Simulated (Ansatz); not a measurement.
## Sensitivity of the G0W0 gap of SrTiO3 (I4/mcm)

A base run on SrTiO3 (I4/mcm), then changed inputs.

Program: Ansatz 0.2.0. Level of theory: G0W0 on PBE, plane waves, PAW; PAW set soft_1. Results are calculated unless marked as measured.

## (1) The structure

Symmetry: I4/mcm, No. 140, tetragonal system. Conventional cell: a = 5.511 Å, b = 5.511 Å, c = 7.796 Å, α = 90.00°, β = 90.00°, γ = 90.00°. Nearest to Sr lie 12 O at 2.73 to 2.78 Å. Nearest to Ti lie 6 O at 1.95 Å. Nearest to O lie 2 Ti at 1.95 Å and 4 Sr at 2.76 Å. Nearest to O lie 2 Ti at 1.95 Å and 4 Sr at 2.73 to 2.78 Å. Farther neighbours and most contacts between anions are not listed.

The cell and positions come from the Crystallography Open Database and are kept as given unless a step says otherwise.

## (2) The base run: 4×4×4 mesh, 268 empty bands, screening to 100 eV, PAW set soft_1 files

G0W0 replaces the xc potential by the self-energy, built once from these orbitals. Only a window of levels is corrected, while the sums run over the empty bands that the input names. This step takes PAW set soft_1 files.

File input.yaml:

```yaml
crystal:
  lattice:
    - [-2.7555, 2.7555, 3.898]
    - [2.7555, -2.7555, 3.898]
    - [2.7555, 2.7555, -3.898]
  atoms:
    - { symbol: Sr, position: [0.75, 0.25, 0.5] }
    - { symbol: Sr, position: [0.25, 0.75, 0.5] }
    - { symbol: Ti, position: [0.0, 0.0, 0.0] }
    - { symbol: Ti, position: [0.5, 0.5, 0.0] }
    - { symbol: O, position: [0.25, 0.25, 0.0] }
    - { symbol: O, position: [0.75, 0.75, 0.0] }
    - { symbol: O, position: [0.7451, 0.2451, 0.9902] }
    - { symbol: O, position: [0.2451, 0.2549, 0.5] }
    - { symbol: O, position: [0.2549, 0.7549, 0.0098] }
    - { symbol: O, position: [0.7549, 0.7451, 0.5] }
kpoints:
  mp_grid: { grid: [4, 4, 4] }
hamiltonian:
  xc: pbe
  pseudopotentials: { kind: paw, azcp: { folder: soft_1 } }
scf:
  occupations: { method: fixed }
gw:
  n_empty_bands: 268
  ecut_chi: 100
  qp_bands: [v3, c3]
  qp_kpoints: band_edges
  screening: { model: contour_deformation }
```

Run with:

```sh
$ ansatz run input.yaml --threads 2 --pin off --max-ram 73728MiB --backend cuda --events-out ev --progress --plain --runs-dir out --devices 1 --max-vram 13GiB
```

Numbers of over 12 decimals in the logs are rounded to 6 here.

The program printed:

```text
GPUs: using 1 of 1 available (devices: 1).
Engine: ansatz 0.2.0, x86_64-unknown-linux-gnu
Pseudopotentials: kind: paw
Pseudopotential: Sr, paw, valence charge 10, recommended cutoff 420 eV (normal), soft_1/Sr.paw.azcp
Pseudopotential: Ti, paw, valence charge 12, recommended cutoff 420 eV (normal), soft_1/Ti.paw.azcp
Pseudopotential: O, paw, valence charge 6, recommended cutoff 420 eV (normal), soft_1/O.paw.azcp
Functional definition: PBE
  parameter kappa = 0.804
  parameter beta = 0.066725
  exchange = pbe_x(kappa = kappa, mu = beta*pi^2/3)
  correlation = pbe_c(beta = beta)
device memory: the entry about to start is reckoned to put 1.9 GiB on a device that reports 64.6 GiB free (of which the cap on the GPU budget leaves the run 13.0 GiB)
GPU FFT provider: cuFFT
GPU libraries: cuBLAS 13.8.2, cuFFT 12.4.0, cuSOLVER 12.3.4
Crystal: 10 atoms, lattice volume = 118.387 Å³
Basis set: ecut = 420 eV, 2277 PW (Γ)
Bands: 50, of which v1, the nominal top of the filled ones, is band 40 counted from 1 (39 counted from 0)
Symmetry: 16 space group operations
Space group: I4/mcm (ITA 140), of the structure as read, at distance tolerance 4.9e-5 Å
k-points: 13 of 64
Non-local potential: Sr, projectors of the file, l = 0: 3, l = 1: 2, l = 2: 2
Non-local potential: Ti, projectors of the file, l = 0: 3, l = 1: 2, l = 2: 3, l = 3: 1
Non-local potential: O, projectors of the file, l = 0: 2, l = 1: 2, l = 2: 1
PAW form: soft (Blöchl's): semilocal exchange-correlation on the pseudo side does not see the compensation charge
PAW one-centre angular grid: Sr, 110 points (default); XC on 64 Gauss nodes
PAW one-centre angular grid: Ti, 590 points (default); XC on 64 Gauss nodes
PAW one-centre angular grid: O, 110 points (default); XC on 64 Gauss nodes
Initial density: superposition of atomic densities (chi_scale 0.1, normalization cell, long waves kept (reshape's long-wave potential 0.00 eV rms))
Initial wavefunctions: pseudopotential atomic-orbital guess
GPU buffer pool allocated for 64000 grid points (all kernels)
GPU transforms: local potential and band sums: pruned to the plane-wave sphere, on 40×40×40
Functional: x = pbe(κ = 0.804, μ = 0.219515), c = pbe(β = 0.066725)
SCF iter   1: F=—  HF=-15509.246466 eV  |F-HF|=—  |Δ(HF+E_count)|=         —  Δρ=4.98e-2  dr2=2.85e0  ethr=3.10e-3  ⟨swp⟩=4.8  Hψ=2375  notcnv=0  defer=69
preconditioner: auto → Resta (q_TF=auto, 2.556 Å⁻¹)  ε∞=5.2  [insulator: Δε(μ)=2.242 eV  Ē_g=12.882 eV  n_scr=26 (ndim 8)  ℏωp=26.4 eV  f_vac=0.000  ε∞_Penn≈5.2]
SCF iter   2: F=—  HF=-15508.985245 eV  |F-HF|=—  |Δ(HF+E_count)|=   2.61e-1  Δρ=2.76e-2  dr2=7.77e-1  ethr=3.10e-3  ⟨swp⟩=2.7  Hψ=873  notcnv=0  defer=52
[...]
E_xc         = -1021.393177
  E_vxc        = -1162.197201  (∫ρ·V_xc dr)
  E_paw        = -8436.224514  (= ΣΔE_a)
  E_vpaw       = -684.517664  (= ΣTr[D̂ρ^β])
  E_aug_tail   = 0.004540  (compensation charges beyond the density's cutoff)
  E_ewald      = -5794.463639
  E_smearing   = -0.000000  (= −TS)
  E_closure    = 0.000000  (closes the sum)
  Σ components = -15508.973477   (vs F -15508.973477, Δ=0.00e0)
--- Band table (eV; the first three rows and the last of 13) ---
  k-point 0: bands = [... 36 lower, 9.7118, 10.0374, 10.0434, 10.0434, 11.9490, 11.9490, 11.9497, 14.4103, ... 6 higher]
  k-point 1: bands = [... 36 lower, 9.3774, 9.4677, 9.4679, 10.0005, 12.0301, 13.0123, 13.0135, 14.1703, ... 6 higher]
  k-point 2: bands = [... 36 lower, 8.4918, 9.3325, 9.3328, 9.9577, 12.1155, 13.8811, 13.8818, 13.8886, ... 6 higher]
  k-point 12: bands = [... 36 lower, 8.4873, 9.3349, 9.3349, 9.9569, 12.1170, 13.8647, 13.8647, 13.9100, ... 6 higher]
--- G₀W₀: contour deformation, 6 samples at zero and on the imaginary axis and 2 off it, 64 q-points, 268 empty bands' worth ---
  eigenvalues of the whole cell's RPA ε∞ on this k-mesh (on a slab, of 1 + 4πα/V) = 6.1862, 6.1862, 6.1868; static W/v taken at q = 0 is 0.161645
  bands read: the sum over 308 bands ends inside a degenerate multiplet in 1 slot, whose members it reads at an even weight; the widest, k=8: bands 308 to 309 (counted from 1) at 1/2 each
  gw.qp_kpoints: band_edges: 11 of 13 stored k-points solved, in 1 pass; an edge of the gap read off the rows below is read off those points alone
    valence top: of the k-points left out ik 10 came nearest to being solved in a further pass, in band 40 (counted from 1, as in the quasiparticle table): it holds the edge there only if its correction is more favourable than any solved in that band by at least 0.522 eV; those differ by 0.070 eV
    conduction bottom: of the k-points left out ik 10 came nearest to being solved in a further pass, in band 41 (counted from 1, as in the quasiparticle table): it holds the edge there only if its correction is more favourable than any solved in that band by at least 1.021 eV; those differ by 0.077 eV
    ik  band        ε_KS         Σx   Σc(E_QP)       V_xc       Z   E_QP_lin       E_QP  E_QP is
     0    38     10.0374   -26.0717     4.8523   -21.0095  0.7233     9.8267     9.8276  root
     0    39     10.0434   -26.0828     4.8509   -21.0235  0.7233     9.8341     9.8350  root
     0    40     10.0434   -26.0828     4.8509   -21.0235  0.7233     9.8341     9.8350  root
     0    41     11.9490   -12.6561    -6.2950   -20.2897  0.7429    13.3251    13.2876  root
     0    42     11.9490   -12.6561    -6.2950   -20.2897  0.7429    13.3251    13.2876  root
     0    43     11.9497   -12.6515    -6.3002   -20.2911  0.7429    13.3266    13.2891  root
     1    38      9.4677   -26.1181     4.6186   -21.2874  0.7304     9.2547     9.2556  root
     1    39      9.4679   -26.1193     4.6185   -21.2885  0.7304     9.2547     9.2555  root
[...]
12    40      9.9569   -25.9047     4.8459   -20.8381  0.7227     9.7352     9.7362  root
    12    41     12.1170   -12.9738    -6.5329   -20.8948  0.7363    13.5484    13.5052  root
    12    42     13.8647   -14.8392    -6.9334   -23.2043  0.6958    15.3666    15.2965  root
    12    43     13.8647   -14.8392    -6.9334   -23.2043  0.6958    15.3666    15.2965  root
[key lines of the parts left out:]
SCF converged after 10 iterations
Free energy (F): -15508.973477 eV
Fermi energy:    10.043385 eV
```

It took 23 s on 1 × NVIDIA H100 80GB HBM3 (shared by 6 runs) with 2 threads of AMD EPYC 7R13 (Zen 3), shared host; peak memory 1.4 GiB; 22 s of CPU time.

The column dr2 measures how far the density is from self-consistency, as an energy; F and HF (Harris–Foulkes) agree once it is small.

This step gave:

```yaml
bands_summed: 308
rpa_eps_infinity_on_this_mesh_eigenvalues: 6.186, 6.186, 6.187
plane_waves_in_the_screening_matrix: 283
q_points_in_the_mesh: 64
g0w0_gap_on_the_mesh: 3.453 eV
k_of_the_valence_top: 0, 0, 0
k_of_the_conduction_bottom: 0, 0, 0
starting_gap_on_the_mesh: 1.906 eV
z_at_the_valence_top: 0.7233
z_at_the_conduction_bottom: 0.7429
least_direct_g0w0_gap_on_the_computed_points: 3.453 eV
```

The gap on the mesh goes from 1.91 eV to 3.45 eV, a correction of +1.55 eV. Between the two edge states, bare exchange in place of the xc potential would open the gap by 12.69 eV, and correlation takes back 11.15 eV.

## (3) Variant: all filled levels at the zone centre

input.yaml, as its differences from that of step 2:

```diff
@@ -26,4 +26,4 @@
   ecut_chi: 100
-  qp_bands: [v3, c3]
-  qp_kpoints: band_edges
+  qp_bands: [lowest, c2]
+  qp_kpoints: [[0, 0, 0]]
   screening: { model: contour_deformation }
```

The program printed:

```text
GPUs: using 1 of 1 available (devices: 1).
[...]
GPU FFT provider: cuFFT
GPU libraries: cuBLAS 13.8.2, cuFFT 12.4.0, cuSOLVER 12.3.4
Crystal: 10 atoms, lattice volume = 118.387 Å³
Basis set: ecut = 420 eV, 2277 PW (Γ)
Bands: 50, of which v1, the nominal top of the filled ones, is band 40 counted from 1 (39 counted from 0)
[... 1 set-up line as in the run before ...]
[...]
k-points: 13 of 64
[...]
GPU buffer pool allocated for 64000 grid points (all kernels)
[...]
SCF iter   1: F=—  HF=-15509.246466 eV  |F-HF|=—  |Δ(HF+E_count)|=         —  Δρ=4.98e-2  dr2=2.85e0  ethr=3.10e-3  ⟨swp⟩=4.8  Hψ=2375  notcnv=0  defer=69
[...]
SCF iter  10: F=-15508.973477 eV  HF=-15508.973477 eV  |F-HF|=9.86e-10  |Δ(HF+E_count)|=   4.44e-8  Δρ=2.51e-6  dr2=5.85e-9  ethr=1.25e-10  ⟨swp⟩=14.2  Hψ=3135  notcnv=0
SCF 1 converged in 10 iterations: F = -15508.973477 eV  dr2 = 5.85e-9
[...]
NSCF: frozen V_eff on 13 k-points
[...]
G₀W₀ screening: q 1/13
[... further progress lines ...]
[...]
SCF converged after 10 iterations
Free energy (F): -15508.973477 eV
[...]
Internal energy: -15508.973477 eV  (E = F + TS)
E sigma→0 (E₀):  -15508.973477 eV
Fermi energy:    10.043385 eV
[...]
--- Band table (eV; the first three rows and the last of 13) ---
  k-point 0: bands = [... 36 lower, 9.7118, 10.0374, 10.0434, 10.0434, 11.9490, 11.9490, 11.9497, 14.4103, ... 6 higher]
  k-point 1: bands = [... 36 lower, 9.3774, 9.4677, 9.4679, 10.0005, 12.0301, 13.0123, 13.0135, 14.1703, ... 6 higher]
[...]
0     5    -22.6549   -39.2572     9.7691   -28.6648  0.5951   -23.4932   -23.4783  root ?
     0     6    -22.6421   -35.9388    10.4740   -24.3976  0.6232   -23.7513   -23.7093  root
     0     7    -22.5907   -39.3289     9.6608   -28.7904  0.5988   -23.4860   -23.4684  root ?
     0     8    -22.5906   -39.3292     9.6613   -28.7904  0.5987   -23.4855   -23.4680  root ?
     0     9    -22.5906   -39.3292     9.6613   -28.7904  0.5987   -23.4855   -23.4680  root ?
     0    10    -22.5789   -36.0298    10.4378   -24.5206  0.6304   -23.6978   -23.6503  root
[...]
0    14     -6.0275   -33.7011    10.1476   -22.5046  0.6570    -7.1029    -7.0764  root
     0    15     -6.0275   -33.7011    10.1476   -22.5046  0.6570    -7.1029    -7.0764  root
     0    16     -6.0261   -33.7091    10.1542   -22.5074  0.6570    -7.1005    -7.0737  root
[...]
0    19     -4.9043   -27.3356     4.7875   -20.6130  0.8143    -6.9688    -6.8394  root ?
     0    20     -4.6397   -27.6909     4.6843   -21.1227  0.8006    -6.6356    -6.5236  root ?
     0    21     -4.6378   -27.7003     4.6894   -21.1282  0.8003    -6.6317    -6.5205  root ?
     0    22     -4.6378   -27.7003     4.6894   -21.1282  0.8003    -6.6317    -6.5205  root ?
     0    23      5.4197   -25.1327     5.9433   -18.7100  0.6655     4.9336     4.9401  root
     0    24      5.8640   -25.9681     5.1767   -20.6700  0.6753     5.7422     5.7426  root
     0    25      5.8653   -25.9686     5.1758   -20.6712  0.6753     5.7433     5.7437  root
[...]
0    39     10.0434   -26.0828     4.8509   -21.0235  0.7233     9.8341     9.8350  root
     0    40     10.0434   -26.0828     4.8509   -21.0235  0.7233     9.8341     9.8350  root
     0    41     11.9490   -12.6561    -6.2950   -20.2897  0.7429    13.3251    13.2876  root
     0    42     11.9490   -12.6561    -6.2950   -20.2897  0.7429    13.3251    13.2876  root
```

The job ended after 36 s (1 × NVIDIA H100 80GB HBM3 (shared by 6 runs) with 2 threads; peak memory 1.4 GiB).

Absolute levels on the run's own zero. QP, by row, the first 40 of 42 rows:

| k index | band | KS (eV) | Sigma_x (eV) | Sigma_c (eV) | Vxc (eV) | Z | QP linearised (eV) | QP (eV) | source | doubts |
| --- | --- | --- | --- | --- | --- | --- | --- | --- | --- | --- |
| 0 | 1 | -46.32 | -47.87 | 15.49 | -31.11 | 0.5728 | -47.64 | -47.58 | root | z_under_floor |
| 0 | 2 | -46.31 | -47.87 | 15.5 | -31.12 | 0.5727 | -47.62 | -47.56 | root | z_under_floor |
| 0 | 3 | -22.65 | -39.26 | 9.769 | -28.66 | 0.5951 | -23.49 | -23.48 | root | z_under_floor |
| 0 | 4 | -22.65 | -39.26 | 9.769 | -28.66 | 0.5951 | -23.49 | -23.48 | root | z_under_floor |
| 0 | 5 | -22.65 | -39.26 | 9.769 | -28.66 | 0.5951 | -23.49 | -23.48 | root | z_under_floor |
| 0 | 6 | -22.64 | -35.94 | 10.47 | -24.4 | 0.6232 | -23.75 | -23.71 | root |  |
| 0 | 7 | -22.59 | -39.33 | 9.661 | -28.79 | 0.5988 | -23.49 | -23.47 | root | z_under_floor |
| 0 | 8 | -22.59 | -39.33 | 9.661 | -28.79 | 0.5987 | -23.49 | -23.47 | root | z_under_floor |
| 0 | 9 | -22.59 | -39.33 | 9.661 | -28.79 | 0.5987 | -23.49 | -23.47 | root | z_under_floor |
| 0 | 10 | -22.58 | -36.03 | 10.44 | -24.52 | 0.6304 | -23.7 | -23.65 | root |  |
| 0 | 11 | -7.383 | -32.75 | 10.85 | -21.11 | 0.575 | -8.179 | -8.167 | root | z_under_floor |
| 0 | 12 | -6.408 | -33.46 | 10.57 | -22.04 | 0.5884 | -7.297 | -7.263 | root | z_under_floor |
| 0 | 13 | -6.402 | -33.49 | 10.58 | -22.05 | 0.5881 | -7.288 | -7.253 | root | z_under_floor |
| 0 | 14 | -6.027 | -33.7 | 10.15 | -22.5 | 0.657 | -7.103 | -7.076 | root |  |
| 0 | 15 | -6.027 | -33.7 | 10.15 | -22.5 | 0.657 | -7.103 | -7.076 | root |  |
| 0 | 16 | -6.026 | -33.71 | 10.15 | -22.51 | 0.657 | -7.101 | -7.074 | root |  |
| 0 | 17 | -4.913 | -27.3 | 4.761 | -20.6 | 0.8149 | -6.984 | -6.858 | root | energies_apart,sigma_c_rises |
| 0 | 18 | -4.913 | -27.3 | 4.761 | -20.6 | 0.8149 | -6.984 | -6.858 | root | energies_apart,sigma_c_rises |
| 0 | 19 | -4.904 | -27.34 | 4.787 | -20.61 | 0.8143 | -6.969 | -6.839 | root | energies_apart,sigma_c_rises |
| 0 | 20 | -4.64 | -27.69 | 4.684 | -21.12 | 0.8006 | -6.636 | -6.524 | root | energies_apart |
| 0 | 21 | -4.638 | -27.7 | 4.689 | -21.13 | 0.8003 | -6.632 | -6.521 | root | energies_apart |
| 0 | 22 | -4.638 | -27.7 | 4.689 | -21.13 | 0.8003 | -6.632 | -6.521 | root | energies_apart |
| 0 | 23 | 5.42 | -25.13 | 5.943 | -18.71 | 0.6655 | 4.934 | 4.94 | root |  |
| 0 | 24 | 5.864 | -25.97 | 5.177 | -20.67 | 0.6753 | 5.742 | 5.743 | root |  |
| 0 | 25 | 5.865 | -25.97 | 5.176 | -20.67 | 0.6753 | 5.743 | 5.744 | root |  |
| 0 | 26 | 6.311 | -23.88 | 5.219 | -18.36 | 0.6268 | 5.997 | 6.001 | root |  |
| 0 | 27 | 6.312 | -23.88 | 5.218 | -18.36 | 0.6269 | 5.998 | 6.002 | root |  |
| 0 | 28 | 6.312 | -23.88 | 5.218 | -18.36 | 0.6269 | 5.998 | 6.002 | root |  |
| 0 | 29 | 7.232 | -25.34 | 5.341 | -19.56 | 0.6901 | 6.787 | 6.795 | root |  |
| 0 | 30 | 7.233 | -25.33 | 5.341 | -19.56 | 0.6902 | 6.789 | 6.796 | root |  |
| 0 | 31 | 7.233 | -25.33 | 5.341 | -19.56 | 0.6902 | 6.789 | 6.796 | root |  |
| 0 | 32 | 8.868 | -24.96 | 4.936 | -19.71 | 0.7107 | 8.543 | 8.546 | root |  |
| 0 | 33 | 8.87 | -24.97 | 4.936 | -19.71 | 0.7107 | 8.545 | 8.548 | root |  |
| 0 | 34 | 8.87 | -24.97 | 4.936 | -19.71 | 0.7107 | 8.545 | 8.548 | root |  |
| 0 | 35 | 9.712 | -26.37 | 4.634 | -21.54 | 0.7324 | 9.518 | 9.518 | root |  |
| 0 | 36 | 9.712 | -26.37 | 4.634 | -21.54 | 0.7324 | 9.518 | 9.519 | root |  |
| 0 | 37 | 9.712 | -26.37 | 4.634 | -21.54 | 0.7324 | 9.518 | 9.519 | root |  |
| 0 | 38 | 10.04 | -26.07 | 4.852 | -21.01 | 0.7233 | 9.827 | 9.828 | root |  |
| 0 | 39 | 10.04 | -26.08 | 4.851 | -21.02 | 0.7233 | 9.834 | 9.835 | root |  |
| 0 | 40 | 10.04 | -26.08 | 4.851 | -21.02 | 0.7233 | 9.834 | 9.835 | root |  |

Against the base:

| setting | base | variant |
| --- | --- | --- |
| levels asked | v3 to c3 | lowest to c2 |
| points asked | band edges | [[0, 0, 0]] |

## (4) Outcome

| Property | Result |
| --- | --- |
| base | 3.45 eV, 23 s |
| all filled levels at the zone centre | direct gap at the listed points 3.45 eV, 36 s |

In words: All filled levels at the zone centre: only the listed points were computed; the least direct gap there is 3.45 eV, with levels asked and points asked changed against the base. All runs here use a coarse mesh and modest cutoffs; they test settings and are not final values. The many-body steps are scalar-relativistic: spin-orbit coupling is not in them.

[Paths, hosts, dates, memory and timing lines, banners, echoed tables and standing remarks are left out of the program output.]

[Logs are printed without paths, hosts, clocks, repeated set-up lines and the standing remarks that a program may print on its own settings, such as how far it seeks lower states.]

[Runs of the session that timed out or met a known fault of the program may be left out.]

[Cells called generated may have been cut or substituted from an entry of the Crystallography Open Database or the Materials Project.]

[Hosts, paths, dates, database ids (printed as entryN), source tags and the programs' standing remarks are cut or masked in the printed files.]
